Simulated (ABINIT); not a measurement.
## A GW chain in ABINIT: BaTiO3 (Pm-3m)

How does a plane-wave GW calculation on BaTiO3 (Pm-3m) run from the first input to the gap?

Calculated with ABINIT 10.8.3; LDA and many-body steps on it, plane waves.

**Experimental background.**

- Gap 3.2 eV: optical gap from first-derivative diffuse reflectance spectrum; UV-vis diffuse reflectance; powder (“Influence of Rapid Heat Treatment on the Photocatalytic Activity and Stability of Barium Titanates Against a Broad Range of Pollutants”, 2024, pmc:11596716).

- Gap 3.28 eV: optical gap from first-derivative diffuse reflectance spectrum; UV-vis diffuse reflectance; powder (commercial cubic reference powder, crystallite size 31.8 nm) (“Influence of Rapid Heat Treatment on the Photocatalytic Activity and Stability of Barium Titanates Against a Broad Range of Pollutants”, 2024, pmc:11596716).

## Step 1: The starting structure

Symmetry: Pm-3m, No. 221, cubic system. The conventional cell has a = 4.006 Å, b = 4.006 Å, c = 4.006 Å, α = 90.00°, β = 90.00°, γ = 90.00°. Ba has 12 O at 2.83 Å nearest. Nearest to Ti lie 6 O at 2.00 Å. Nearest to O lie 2 Ti at 2.00 Å and 4 Ba at 2.83 Å. Farther neighbours and most contacts between anions are not listed.

The cell and positions come from the Crystallography Open Database and are kept as given unless a step says otherwise. Spin-orbit coupling is left out unless a step names it.

## Step 2: Ground state

This step: ABINIT 10.8.3; DFT, LDA, plane waves, norm-conserving pseudopotentials.

The ground-state density comes first.

Input file run.abi:

```
acell 3*1.0 Angstrom
rprim 
  4.006000000000 0.000000000000 0.000000000000
  0.000000000000 4.006000000000 0.000000000000
  0.000000000000 0.000000000000 4.006000000000
ntypat 3
znucl 56 22 8
natom 5
typat 1 2 3 3 3
xred 
  0.500000000000 0.500000000000 0.500000000000
  0.000000000000 0.000000000000 0.000000000000
  0.500000000000 0.000000000000 0.000000000000
  0.000000000000 0.500000000000 0.000000000000
  0.000000000000 0.000000000000 0.500000000000
pp_dirpath "pseudos"
pseudos "Ba.upf, Ti.upf, O.upf"
ecut 38
ngkpt 6 6 6
nshiftk 1
shiftk 0 0 0
kptopt 1
chksymbreak 0
nband 26
occopt 1
tolvrs 1e-10
nstep 60
prtwf 0
indata_prefix "in"
outdata_prefix "out"
tmpdata_prefix "tmp"
```

Command:

```bash
OMP_NUM_THREADS=1 mpirun -n 8 abinit run.abi > log
```

Numbers of over 12 decimals in the logs are rounded to 6 here.

The program printed:

```text
.Version 10.8.3 of ABINIT. v10.8.2 released Aug 2026.

 Symmetries : space group Pm -3 m (#221); Bravais cP (primitive cubic)
================================================================================
 Values of the parameters that define the memory need of the present run
     intxc =       0    ionmov =       0      iscf =       7    lmnmax =       6
     lnmax =       6     mgfft =      45  mpssoang =       3    mqgrid =    3001
     natom =       5  nloc_mem =       1    nspden =       1   nspinor =       1
    nsppol =       1      nsym =      48    n1xccc =    2501    ntypat =       3
    occopt =       1   xclevel =       1
-    mband =          26        mffmem =           1         mkmem =           3
       mpw =        4874          nfft =       91125          nkpt =          20
================================================================================
  Rough estimation (10% accuracy) of disk space for files :
================================================================================

--------------------------------------------------------------------------------
------------- Echo of variables that govern the present computation ------------
--------------------------------------------------------------------------------
 -outvars: echo values of preprocessed input variables --------
            acell      1.8897261259E+00  1.8897261259E+00  1.8897261259E+00 Bohr

      chksymbreak           0
             ecut      3.80000000E+01 Hartree
-          fftalg         312

              ixc       -1012
              kpt      0.00000000E+00  0.00000000E+00  0.00000000E+00
                       1.66666667E-01  0.00000000E+00  0.00000000E+00
                       3.33333333E-01  0.00000000E+00  0.00000000E+00
                       5.00000000E-01  0.00000000E+00  0.00000000E+00
                       1.66666667E-01  1.66666667E-01  0.00000000E+00
                       3.33333333E-01  1.66666667E-01  0.00000000E+00
                       5.00000000E-01  1.66666667E-01  0.00000000E+00
                       3.33333333E-01  3.33333333E-01  0.00000000E+00
                       5.00000000E-01  3.33333333E-01  0.00000000E+00
   [... 9 further rows ...]
                       5.00000000E-01  5.00000000E-01  3.33333333E-01
                       5.00000000E-01  5.00000000E-01  5.00000000E-01
         kptrlatt        6    0    0      0    6    0      0    0    6
          kptrlen      4.54214572E+01
P           mkmem           3
            natom           5
            nband          26
            ngfft          45      45      45
             nkpt          20
            nstep          60
             nsym          48
           ntypat           3
              occ      2.000000  2.000000  2.000000  2.000000  2.000000  2.000000
                       2.000000  2.000000  2.000000  2.000000  2.000000  2.000000
                       2.000000  2.000000  2.000000  2.000000  2.000000  2.000000
                       2.000000  2.000000  0.000000  0.000000  0.000000  0.000000
                       0.000000  0.000000
            prtwf           0
            rprim      4.0060000000E+00  0.0000000000E+00  0.0000000000E+00
[...]
spgroup         221

           tolvrs      1.00000000E-10

             xred      5.0000000000E-01  5.0000000000E-01  5.0000000000E-01
[...]
znucl       56.00000   22.00000    8.00000

================================================================================

 chkinp: Checking input parameters for consistency.

================================================================================
== DATASET  1 ==================================================================
-   mpi_nproc: 8, omp_nthreads: 1 (-1 if OMP is not activated)

--- !DatasetInfo
iteration_state: {dtset: 1, }
dimensions: {natom: 5, nkpt: 20, mband: 26, nsppol: 1, nspinor: 1, nspden: 1, mpw: 4874, }
cutoff_energies: {ecut:  38.0, pawecutdg:  -1.0, }
electrons: {nelect:   4.00000000E+01, charge:   0.00000000E+00, occopt:   1.00000000E+00, tsmear:   1.00000000E-02, }

 Real(R)+Recip(G) space primitive vectors, cartesian coordinates (Bohr,Bohr^-1):
 R(1)=  7.5702429  0.0000000  0.0000000  G(1)=  0.1320962  0.0000000  0.0000000
 R(2)=  0.0000000  7.5702429  0.0000000  G(2)=  0.0000000  0.1320962  0.0000000
 R(3)=  0.0000000  0.0000000  7.5702429  G(3)=  0.0000000  0.0000000  0.1320962
 Unit cell volume ucvol=  4.3383985E+02 bohr^3
 Angles (23,13,12)=  9.00000000E+01  9.00000000E+01  9.00000000E+01 degrees

 getcut: wavevector=  0.0000  0.0000  0.0000  ngfft=  45  45  45
         ecut(hartree)=     38.000   => boxcut(ratio)=   2.09453

--- Pseudopotential description ------------------------------------------------
- Ba Generated using ONCVPSP code by D. R. Hamann
- 56.00000  10.00000  180309                  znucl, zion, pspdat
12 -1012 2 -1 1912                            pspcod,pspxc,lmax,lloc,mmax
     nproj     2     2     2
  pspatm : epsatm=   25.95172157
         --- l  ekb(1:nproj) -->
[...]
pspatm: atomic psp has been read  and splines computed

- Ti Generated using ONCVPSP code by D. R. Hamann
- 22.00000  12.00000  180309                  znucl, zion, pspdat
12 -1012 2 -1 1568                            pspcod,pspxc,lmax,lloc,mmax
[...]
ETOT  5  -137.37493007934    -5.539E-02 4.758E-03 9.645E+01
 ETOT  6  -137.39241429644    -1.748E-02 1.852E-02 1.309E+01
 ETOT  7  -137.39506064776    -2.646E-03 1.318E-02 5.329E-01
 ETOT  8  -137.39516738396    -1.067E-04 4.393E-03 2.820E-02
 ETOT  9  -137.39517301565    -5.632E-06 3.929E-03 1.155E-04
 ETOT 10  -137.39517303507    -1.942E-08 1.550E-03 2.102E-05
 ETOT 11  -137.39517303975    -4.683E-09 2.388E-03 4.907E-08
 ETOT 12  -137.39517303977    -1.390E-11 1.592E-03 1.831E-08
 ETOT 13  -137.39517303977    -6.395E-12 1.967E-03 9.173E-11

 At SCF step   13       vres2   =  9.17E-11 < tolvrs=  1.00E-10 =>converged.

 Cartesian components of stress tensor (hartree/bohr^3)
  sigma(1 1)=  3.17516803E-04  sigma(3 2)=  0.00000000E+00
  sigma(2 2)=  3.17516803E-04  sigma(3 1)=  0.00000000E+00
  sigma(3 3)=  3.17516803E-04  sigma(2 1)=  0.00000000E+00

--- !ResultsGS
iteration_state: {dtset: 1, }
comment   : Summary of ground state results
lattice_vectors:
- [  7.5702429,   0.0000000,   0.0000000, ]
- [  0.0000000,   7.5702429,   0.0000000, ]
- [  0.0000000,   0.0000000,   7.5702429, ]
lattice_lengths: [   7.57024,    7.57024,    7.57024, ]
lattice_angles: [ 90.000,  90.000,  90.000, ] # degrees, (23, 13, 12)
lattice_volume:   4.3383985E+02
convergence: {deltae: -6.395E-12, res2:  9.173E-11, residm:  1.967E-03, diffor: null, }
etotal    :  -1.37395173E+02
entropy   :   0.00000000E+00
fermie    :   2.29449544E-01
cartesian_stress_tensor: # hartree/bohr^3
- [  3.17516803E-04,   0.00000000E+00,   0.00000000E+00, ]
- [  0.00000000E+00,   3.17516803E-04,   0.00000000E+00, ]
- [  0.00000000E+00,   0.00000000E+00,   3.17516803E-04, ]
pressure_GPa:  -9.3417E+00
xred      :
- [  5.0000E-01,   5.0000E-01,   5.0000E-01, Ba]
- [  0.0000E+00,   0.0000E+00,   0.0000E+00, Ti]
- [  5.0000E-01,   0.0000E+00,   0.0000E+00,  O]
- [  0.0000E+00,   5.0000E-01,   0.0000E+00,  O]
- [  0.0000E+00,   0.0000E+00,   5.0000E-01,  O]
cartesian_forces: # hartree/bohr
- [ -0.00000000E+00,  -0.00000000E+00,  -0.00000000E+00, ]
- [ -0.00000000E+00,  -0.00000000E+00,  -0.00000000E+00, ]
- [ -0.00000000E+00,  -0.00000000E+00,  -0.00000000E+00, ]
- [ -0.00000000E+00,  -0.00000000E+00,  -0.00000000E+00, ]
- [ -0.00000000E+00,  -0.00000000E+00,  -0.00000000E+00, ]
force_length_stats: {min:   0.00000000E+00, max:   0.00000000E+00, mean:   0.00000000E+00, }

 Integrated electronic density in atomic spheres:
 ------------------------------------------------
 Atom  Sphere_radius  Integrated_density
[...]
================================================================================

 ----iterations are completed or convergence reached----

 Mean square residual over all n,k,spin=   12.164E-06; max=  19.674E-04
 reduced coordinates (array xred) for    5 atoms
       0.500000000000      0.500000000000      0.500000000000
       0.000000000000      0.000000000000      0.000000000000
       0.500000000000      0.000000000000      0.000000000000
       0.000000000000      0.500000000000      0.000000000000
       0.000000000000      0.000000000000      0.500000000000
 rms dE/dt=  0.0000E+00; max dE/dt=  0.0000E+00; dE/dt below (all hartree)
    1       0.000000000000      0.000000000000      0.000000000000
    2       0.000000000000      0.000000000000      0.000000000000
    3       0.000000000000      0.000000000000      0.000000000000
    4       0.000000000000      0.000000000000      0.000000000000
    5       0.000000000000      0.000000000000      0.000000000000

 cartesian coordinates (angstrom) at end:
    1      2.003000     2.003000     2.003000
    2      0.000000     0.000000     0.000000
    3      2.003000     0.000000     0.000000
    4      0.000000     2.003000     0.000000
    5      0.000000     0.000000     2.003000

 cartesian forces (hartree/bohr) at end:
[...]
frms,max,avg= 0.0000000E+00 0.0000000E+00   0.000E+00  0.000E+00  0.000E+00 h/b

 cartesian forces (eV/Angstrom) at end:
    1     -0.000000    -0.000000    -0.000000
    2     -0.000000    -0.000000    -0.000000
    3     -0.000000    -0.000000    -0.000000
    4     -0.000000    -0.000000    -0.000000
    5     -0.000000    -0.000000    -0.000000
 frms,max,avg= 0.0000000E+00 0.0000000E+00   0.000E+00  0.000E+00  0.000E+00 e/A
 length scales=  1.889726125908  1.889726125908  1.889726125908 bohr
              =  1.000000000000  1.000000000000  1.000000000000 angstroms
 prteigrs : about to open file out_EIG
 Fermi (or HOMO) energy (hartree) =   0.22945   Average Vxc (hartree)=  -0.43868
 Eigenvalues (hartree) for nkpt=  20  k points:
 kpt#   1, nband= 26, wtk=  0.00463, kpt=  0.0000  0.0000  0.0000 (reduced coord)
  -1.82725   -0.96548   -0.96548   -0.96548   -0.67842   -0.37785   -0.35159   -0.35159
  -0.13214   -0.13214   -0.13214    0.14483    0.14483    0.14483    0.18861    0.18861
   0.18861    0.22445    0.22445    0.22445    0.29238    0.29238    0.29238    0.37667
   0.37668    0.41214
 prteigrs : prtvol=0 or 1, do not print more k-points.

--- !EnergyTerms
iteration_state     : {dtset: 1, }
comment             : Components of total free energy in Hartree
kinetic             :  6.25229334481728E+01
hartree             :  2.95627043158907E+01
xc                  : -2.77144287930768E+01
Ewald energy        : -1.03574517516034E+02
psp_core            :  5.49715401797408E+00
local_psp           : -9.98981462526857E+01
non_local_psp       : -3.79087226001443E+00
total_energy        : -1.37395173039773E+02
total_energy_eV     : -3.73871312191866E+03
band_energy         : -1.09819524207878E+01

 Cartesian components of stress tensor (hartree/bohr^3)
  sigma(1 1)=  3.17516803E-04  sigma(3 2)=  0.00000000E+00
  sigma(2 2)=  3.17516803E-04  sigma(3 1)=  0.00000000E+00
  sigma(3 3)=  3.17516803E-04  sigma(2 1)=  0.00000000E+00

-Cartesian components of stress tensor (GPa)         [Pressure= -9.3417E+00 GPa]
- sigma(1 1)=  9.34166686E+00  sigma(3 2)=  0.00000000E+00
- sigma(2 2)=  9.34166686E+00  sigma(3 1)=  0.00000000E+00
- sigma(3 3)=  9.34166686E+00  sigma(2 1)=  0.00000000E+00

== END DATASET(S) ==============================================================
================================================================================

 -outvars: echo values of variables after computation  --------
           etotal     -1.3739517304E+02
            nband          26
             nkpt          20
          spgroup         221
 [... the other variables as echoed above ...]

 Calculation completed.
```

Elapsed: 24 s, on 8 MPI ranks of Arm Neoverse V1, shared host; peak memory 0.63 GiB; 3.2 min of CPU time.

Numbers from this step:

```
total energy               : -3738.7131 eV
gap                        : 1.712 eV
k of the valence top       : 0.5, 0.5, 0.5
k of the conduction bottom : 0, 0, 0
least direct gap           : 1.848 eV
pressure                   : -9.342 GPa
```

The gap is indirect, with the least direct gap 0.14 eV higher.

The cutoff was set for levels, not for stress, so the pressure can be off by some GPa.

(Part 1 of 3 ends here.)

[Paths, hosts, dates, memory and timing lines, banners, echoed tables and standing remarks are left out of the program output.]

[Logs are printed without paths, hosts, clocks, repeated set-up lines and the standing remarks that a program may print on its own settings, such as how far it seeks lower states.]

[Runs of the session that timed out or met a known fault of the program may be left out.]

[Hosts, paths, dates, database ids (printed as entryN), source tags and the programs' standing remarks are cut or masked in the printed files.]

[G0W0 gaps are taken among the corrected bands and points alone; a level outside them can change the order at an edge.]

[Where Ansatz stands beside ABINIT at settings called matched, ABINIT's density can come from a denser mesh and the files from another edition; pairs whose starting gaps differed by over 0.03 eV were left out, so agreement reads better than it is.]
